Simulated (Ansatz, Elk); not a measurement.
**How far do independent atoms describe Li3Cr?**

The structure of Li3Cr used here is made up (a known structure type with other elements) and was relaxed beforehand with PBEsol. The aim is the Fourier transform of its all-electron density, F(hkl), set beside the sum over free spherical atoms that refinements use.

Method: DFT, PBE, all-electron APW+lo, Dirac cores, scalar-relativistic bands, static density, ferromagnetic start, in Elk 11.2.3 (patched build).

The structure was built from a prototype and need not be the compound's stable phase.

**1. The starting structure**

Symmetry: Pm-3m, No. 221, cubic system. Conventional cell: a = 4.153 Å, b = 4.153 Å, c = 4.153 Å, α = 90.00°, β = 90.00°, γ = 90.00°. Cr has 12 Li at 2.94 Å nearest. Nearest to Li lie 8 Li at 2.94 Å and 4 Cr at 2.94 Å. Farther neighbours are not listed.

**2. Ground state and structure factors**

An all-electron density is needed, since X-rays see the cores too. Task 0 finds the density and task 195 Fourier-transforms it; tshift is off so that phases refer to the origin typed.

The input, elk.in:

```
tasks
  0
  195
  196

xctype
  20

spinpol
  .true.

rgkmax
  7.0

gmaxvr
  14.0

lmaxo
  7

lmaxapw
  8

swidth
  0.002

tshift
  .false.

ramdisk
  .false.

hmaxvr
  5.5

maxscl
  120

epspot
  1e-06

reducebf
  0.8

sppath
  './'

avec
  7.84731276367 0.00000000000 -0.00000000000
  0.00000000000 7.84731276367 -0.00000000000
  -0.00000000000 -0.00000000000 7.84731276367

atoms
  2
  'Cr.in'
  1
  -0.0000000000 0.0000000000 -0.0000000000   0.000000 0.000000 -0.205000
  'Li.in'
  3
  0.5000000000 0.5000000000 -0.0000000000   0.000000 0.000000 0.000000
  0.5000000000 0.0000000000 0.5000000000   0.000000 0.000000 0.000000
  -0.0000000000 0.5000000000 0.5000000000   0.000000 0.000000 0.000000

ngridk
  5 5 5
```

Run with:

```console
OMP_NUM_THREADS=4 elk
```

Numbers of over 12 decimals in the logs are rounded to 6 here.

The log of the run:

```text
┌─────────────────────────┐
│ Elk code version 11.2.3 │
└─────────────────────────┘

All units are atomic (Hartree, Bohr, etc.)

┌─────────────────────────────────────────────────┐
│ Ground-state run starting from atomic densities │
└─────────────────────────────────────────────────┘

Lattice vectors :
   7.847312764       0.000000000      -0.000000000
   0.000000000       7.847312764      -0.000000000
  -0.000000000      -0.000000000       7.847312764

Reciprocal lattice vectors :
  0.8006798628       0.000000000       0.000000000
   0.000000000      0.8006798628       0.000000000
   0.000000000       0.000000000      0.8006798628

Unit cell volume      :    483.2400124
Brillouin zone volume :   0.5133064463

Muffin-tin inner radius fraction :   0.1000000000E-01

Nuclei treated as point charges

Species : 1 (Cr)
 parameters loaded from : Cr.in
 name : chromium
 nuclear charge    :   -24.00000000
 electronic charge :    24.00000000
 atomic mass :    94783.09202
 muffin-tin radius :    2.400000000
 number of radial points in muffin-tin :    993
 inner part over the whole radius :   0.9857795597E-02
 number on inner part of muffin-tin    :    699
 approximate nuclear radius :   0.6987106690E-04
 number of mesh points to nuclear radius :    328
 atomic positions (lattice), magnetic fields (Cartesian) :
  1 :   0.00000000  0.00000000  0.00000000    0.00000000  0.00000000 -0.20500000

Species : 2 (Li)
 parameters loaded from : Li.in
 name : lithium
 nuclear charge    :   -3.000000000
 electronic charge :    3.000000000
 atomic mass :    12652.66898
 muffin-tin radius :    1.800000000
 number of radial points in muffin-tin :    593
 inner part over the whole radius :   0.9806707936E-02
 number on inner part of muffin-tin    :    401
 approximate nuclear radius :   0.4000070961E-04
 number of mesh points to nuclear radius :    148
 atomic positions (lattice), magnetic fields (Cartesian) :
  1 :   0.50000000  0.50000000  0.00000000    0.00000000  0.00000000  0.00000000
  2 :   0.50000000  0.00000000  0.50000000    0.00000000  0.00000000  0.00000000
  3 :   0.00000000  0.50000000  0.50000000    0.00000000  0.00000000  0.00000000

Total number of atoms per unit cell :    4
Total muffin-tin volume :    131.1929092
 ratio of muffin-tin to unit cell volume :   0.2714860232

Spin treatment :
 spin-polarised
 global magnetic field (Cartesian) :    0.000000000       0.000000000       0.000000000
 collinear magnetisation in z-direction

Number of Bravais lattice symmetries :   48
Number of crystal symmetries         :   48
Crystal has inversion symmetry
Real symmetric eigensolver will be used

k-point grid :      5     5     5
k-point offset :    0.000000000       0.000000000       0.000000000
k-point set is reduced with full crystal symmetry group
Total number of k-points :       10

Muffin-tin radius times maximum |G+k| :    7.000000000
 using average radius
Maximum |G+k| for APW functions       :    3.589743590
Maximum (1/2)|G+k|²                   :    6.443129520
Maximum |G| for potential and density :    14.00000000
Constant for pseudocharge density :    8
 order of it for each species :   15  15
 order of it for pair densities of each species (exact exchange by exxq0 0: 16) :   15   8
Radial integration step length :    1

G-vector grid sizes :     35    35    35
Number of G-vectors :    22335

Maximum angular momentum used for
 APW functions            :    8
 outer part of muffin-tin :    7
 inner part of muffin-tin :    2

Total nuclear charge    :   -33.00000000
Total core charge       :    10.00000000
Total valence charge    :    23.00000000
Total excess charge     :    0.000000000
Total electronic charge :    33.00000000

Effective Wigner radius, rₛ :    1.517702953

Number of empty states         :     48
Total number of valence states :    120
Total number of core states    :     10

Third-order local-orbitals added for an l without core states : T
Total number of local-orbitals :     50

[...]
total in muffin-tins        :    1.688619880
 total moment                :    2.048094281

RMS change in Kohn-Sham potential (target) :    7.773914418     (  0.1000000000E-05)
Absolute change in total energy (target)   :   0.9816104755     (  0.1000000000E-03)

[... loops 3 to 25 left out ...]

┌──────────────────┐
│ Loop number : 26 │
└──────────────────┘

Energies :
 Fermi                       :     0.79477428902990E-01
 sum of occupied eigenvalues :     -626.13879708611
 electron kinetic            :      1085.3519990274
 core electron kinetic       :      962.85092879027
 Coulomb                     :     -2104.2531401326
 Coulomb potential           :     -1640.9077226870
 nuclear-nuclear             :     -127.04959670958
 electron-nuclear            :     -2315.7236369629
 Hartree                     :      338.52009353986
 Madelung                    :     -1283.7992787891
 xc potential                :     -70.278018514227
 xc effective B-field        :    -0.305041
 external B-field            :      0.000000
 exchange                    :     -53.223963942848
 correlation                 :     -1.272396
 electron entropic           :    -0.85261589161232E-03
 total energy                :     -1073.3983540080
 (external B-field energy excluded from total)

Density of states at Fermi energy :    66.75310433
 (states/Hartree/unit cell)

Estimated indirect band gap :   0.3774745997E-02
 from k-point 6 to k-point 9
Estimated direct band gap   :   0.4879944385E-02
 at k-point 9

Charges :
 core                        :    10.00000000
 valence                     :    23.00000000
 interstitial                :    4.103060190
 muffin-tins (core leakage)
  species : 1 (Cr)
   atom 1                    :    22.46375186     ( -0.2234884509E-06)
  species : 2 (Li)
[...]
total in muffin-tins        :    28.89693981
 total calculated charge     :    32.99998383
 total charge                :    33.00000000
 error                       :   0.1617132818E-04

Moments :
 interstitial                :   0.8202632510
 muffin-tins
  species : 1 (Cr)
[...]
species : 2 (Li)
[...]
total in muffin-tins        :    4.062710332
 total moment                :    4.882973583

RMS change in Kohn-Sham potential (target) :   0.6292433087E-06 (  0.1000000000E-05)
Absolute change in total energy (target)   :   0.2930463552E-05 (  0.1000000000E-03)

Convergence targets achieved

┌──────────────────┐
│ Loop number : 27 │
└──────────────────┘

Energies :
 Fermi                       :     0.79477473735936E-01
 sum of occupied eigenvalues :     -626.13880329520
 electron kinetic            :      1085.3519862429
 core electron kinetic       :      962.85092624513
 Coulomb                     :     -2104.2531318367
 Coulomb potential           :     -1640.9077418579
 nuclear-nuclear             :     -127.04959670958
 electron-nuclear            :     -2315.7236010493
 Hartree                     :      338.52006592213
 Madelung                    :     -1283.7992609078
 xc potential                :     -70.277994505796
 xc effective B-field        :    -0.305041
 external B-field            :      0.000000
 exchange                    :     -53.223962098495
 correlation                 :     -1.272396
 electron entropic           :    -0.85261911073211E-03
 total energy                :     -1073.3983567042
 (external B-field energy excluded from total)

Density of states at Fermi energy :    66.75335344
 (states/Hartree/unit cell)

Estimated indirect band gap :   0.3774722305E-02
 from k-point 6 to k-point 9
Estimated direct band gap   :   0.4880191569E-02
 at k-point 9

Charges :
 core                        :    10.00000000
 valence                     :    23.00000000
 interstitial                :    4.103062020
 muffin-tins (core leakage)
  species : 1 (Cr)
   atom 1                    :    22.46374977     ( -0.2234883745E-06)
  species : 2 (Li)
   atom 1                    :    2.144396070     (   0.000000000    )
   atom 2                    :    2.144396070     (   0.000000000    )
   atom 3                    :    2.144396070     (   0.000000000    )
 total in muffin-tins        :    28.89693798
 total calculated charge     :    32.99998383
 total charge                :    33.00000000
 error                       :   0.1617126780E-04

Moments :
 interstitial                :   0.8202593649
 muffin-tins
  species : 1 (Cr)
[...]
species : 2 (Li)
   atom 1                    :   0.1149479141E-01
   atom 2                    :   0.1149479141E-01
   atom 3                    :   0.1149479141E-01
 total in muffin-tins        :    4.062704739
 total moment                :    4.882964104

┌──────────────────────────────┐
│ Self-consistent loop stopped │
└──────────────────────────────┘

Wrote STATE.OUT
```

Elapsed: 1.8 min, on 4 threads of Intel Xeon Platinum 8259CL at 2.50GHz (Skylake/Cascade Lake), shared host; peak memory 0.27 GiB; 6 min of CPU time.

SFACRHO.OUT:

```text

h k l indices transformed by vhmat matrix:
   1.000000000       0.000000000       0.000000000    
   0.000000000       1.000000000       0.000000000    
   0.000000000       0.000000000       1.000000000    

      h      k      l  multipl.   |H|            Re(F)            Im(F)           |F|

      0      0      0      1   0.0000000       33.000000     -0.57271119E-17   33.000000    
     -1      0      0      6  0.80067986       18.825386      0.10620097E-14   18.825386    
      1     -1      0     12   1.1323323       17.171962     -0.11343363E-15   17.171962    
     -1     -1     -1      8   1.3868182       22.793031     -0.32776488E-14   22.793031    
      0      0     -2      6   1.6013597       21.570164     -0.19862490E-14   21.570164    
     -1     -2      0     24   1.7903746       14.239933      0.16733256E-14   14.239933    
      1     -2      1     24   1.9612571       13.546292      0.18721184E-14   13.546292    
      0      2     -2     12   2.2646646       17.983386      0.29653397E-15   17.983386    
      0     -3      0      6   2.4020396       11.868605     -0.85560196E-15   11.868605    
     -1      2     -2     24   2.4020396       11.870468      0.16682028E-14   11.870468    
      3      1      0     24   2.5319720       11.420543     -0.55687843E-15   11.420543    
      1     -3      1     24   2.6555547       16.060472      0.13909654E-14   16.060472    
     -2      2      2      8   2.7736364       15.523443      0.15327940E-14   15.523443    
     -3      2      0     24   2.8868923       10.326650     -0.78874939E-15   10.326650    
     -3      1      2     48   2.9958697       10.024982     -0.24017880E-14   10.024982    
      0     -4      0      6   3.2027195       13.750925     -0.27036590E-14   13.750925    
      2     -2     -3     24   3.3012876       9.2679682     -0.16901445E-16   9.2679682    
      4     -1      0     24   3.3012876       9.2678613      0.23630291E-15   9.2678613
```

Elk indexes on the primitive cell of elk.in and gives |H| = 4π sin θ/λ in inverse bohr. Below, one row stands for each form hkl of the conventional cell (m members, Friedel mates merged), F is for one primitive cell and the density is static (no thermal factor). Free-atom factors are Waasmaier and Kirfel's, and R is Σm||F|−|F'||/Σm|F|.

```csv
hkl,m,sin θ/λ (Å⁻¹),"abs F, DFT",neutral atoms,diff.
100,6,0.120,18.825,19.008,-0.182
110,12,0.170,17.172,17.477,-0.305
111,8,0.208,22.793,23.131,-0.338
200,6,0.241,21.570,21.809,-0.239
210,24,0.269,14.240,14.347,-0.107
211,24,0.295,13.546,13.593,-0.046
220,12,0.341,17.983,18.017,-0.034
300,6,0.361,11.869,11.843,+0.026
221,24,0.361,11.870,11.843,+0.028
310,24,0.381,11.421,11.385,+0.036
311,24,0.399,16.061,16.061,-0.001
222,8,0.417,15.523,15.518,+0.006
320,24,0.434,10.327,10.268,+0.059
321,48,0.451,10.025,9.963,+0.062
```

**3. The magnetisation density**

The same run holds the spin density, and task 196 transforms it. The order is that of the start, and no other was tried.

SFACMAG_1.OUT:

```text

h k l indices transformed by vhmat matrix:
   1.000000000       0.000000000       0.000000000    
   0.000000000       1.000000000       0.000000000    
   0.000000000       0.000000000       1.000000000    

      h      k      l  multipl.   |H|            Re(F)            Im(F)           |F|

      0      0      0      1   0.0000000       4.8829643     -0.35687072E-17   4.8829643    
     -1      0      0      6  0.80067986       3.6820540     -0.32020410E-16   3.6820540    
      1     -1      0     12   1.1323323       2.6661114      0.90716383E-17   2.6661114    
     -1     -1     -1      8   1.3868182       2.2441514     -0.12249440E-16   2.2441514    
      0      0     -2      6   1.6013597       1.8640542     -0.13187535E-16   1.8640542    
     -1     -2      0     24   1.7903746       1.5949227      0.35202814E-16   1.5949227    
      1     -2      1     24   1.9612571       1.3965849     -0.12841521E-16   1.3965849    
      0      2     -2     12   2.2646646       1.0575624     -0.51342885E-17   1.0575624    
      0     -3      0      6   2.4020396      0.93457592      0.11045220E-16  0.93457592    
     -1      2     -2     24   2.4020396      0.93072962     -0.20014249E-17  0.93072962    
      3      1      0     24   2.5319720      0.81710031     -0.11656373E-17  0.81710031    
      1     -3      1     24   2.6555547      0.72601235      0.42642828E-17  0.72601235    
     -2      2      2      8   2.7736364      0.64662187      0.11884107E-16  0.64662187    
     -3      2      0     24   2.8868923      0.57272430      0.83437055E-18  0.57272430    
     -3      1      2     48   2.9958697      0.50797186     -0.10310887E-16  0.50797186    
      0     -4      0      6   3.2027195      0.40324927     -0.15162078E-16  0.40324927
```

The total moment is 4.88 μB a cell; sphere moments: Cr1 +4.03, Li2 +0.01, Li3 +0.01, Li4 +0.01 μB. Polarised neutrons measure spin and orbital magnetisation together; without spin-orbit coupling the run gives the spin part:

```
hkl  sin θ/λ (Å⁻¹)  abs F_M (μB)
100          0.120         3.682
110          0.170         2.666
111          0.208         2.244
200          0.241         1.864
210          0.269         1.595
211          0.295         1.397
220          0.341         1.058
300          0.361         0.935
221          0.361         0.931
310          0.381         0.817
311          0.399         0.726
222          0.417         0.647
320          0.434         0.573
321          0.451         0.508
```

**4. The highest occupied states alone**

An energy window below the Fermi level keeps the highest occupied states, to see at which angles they scatter; shallow core shells can lie inside it and anion s states outside. No new self-consistency is needed.

elk.in: that of step 2 with these lines changed.

```diff
@@ -1,5 +1,3 @@
 tasks
-  0
   195
-  196
 
@@ -44,2 +42,5 @@
 
+wsfac
+  -0.288020 0.379480
+
 sppath
```

Run with:

```console
OMP_NUM_THREADS=4 elk
```

The log of the run:

```text
┌─────────────────────────────────┐
│ Elk code version 11.2.3 started │
└─────────────────────────────────┘

Info(readinput): the functional depends on the density's gradient
 muffin-tin radial points multiplied by    2.00000
 (not where nrmtscf is given)

┌────────────────────┐
│ Current task : 195 │
└────────────────────┘

Info(sfacrho): density structure factors written to SFACRHO.OUT

 Energy window :  -0.2880200000      0.3794800000

┌──────────────────┐
│ Elk code stopped │
└──────────────────┘
```

Wall time 5.8 s (4 threads); peak memory 0.16 GiB; 6.8 s of CPU time.

States within 10 eV below the Fermi level hold 9.00 electrons; any levels below the window count with the cores. Their amplitudes can exceed the total, where window and core parts have opposite phase:

| hkl | sin θ/λ (Å⁻¹) | abs F, window | abs F, all |
| --- | --- | --- | --- |
| 100 | 0.120 | 3.657 | 18.825 |
| 110 | 0.170 | 2.748 | 17.172 |
| 111 | 0.208 | 2.106 | 22.793 |
| 200 | 0.241 | 1.789 | 21.570 |
| 210 | 0.269 | 1.626 | 14.240 |
| 211 | 0.295 | 1.422 | 13.546 |
| 220 | 0.341 | 1.103 | 17.983 |
| 300 | 0.361 | 0.959 | 11.869 |
| 221 | 0.361 | 0.961 | 11.870 |
| 310 | 0.381 | 0.846 | 11.421 |

(Continued in part 2 of 2.)

[Logs are printed without paths, hosts, clocks, repeated set-up lines and the standing remarks that a program may print on its own settings, such as how far it seeks lower states.]

[Hosts, paths, dates, database ids (printed as entryN), source tags and the programs' standing remarks are cut or masked in the printed files.]
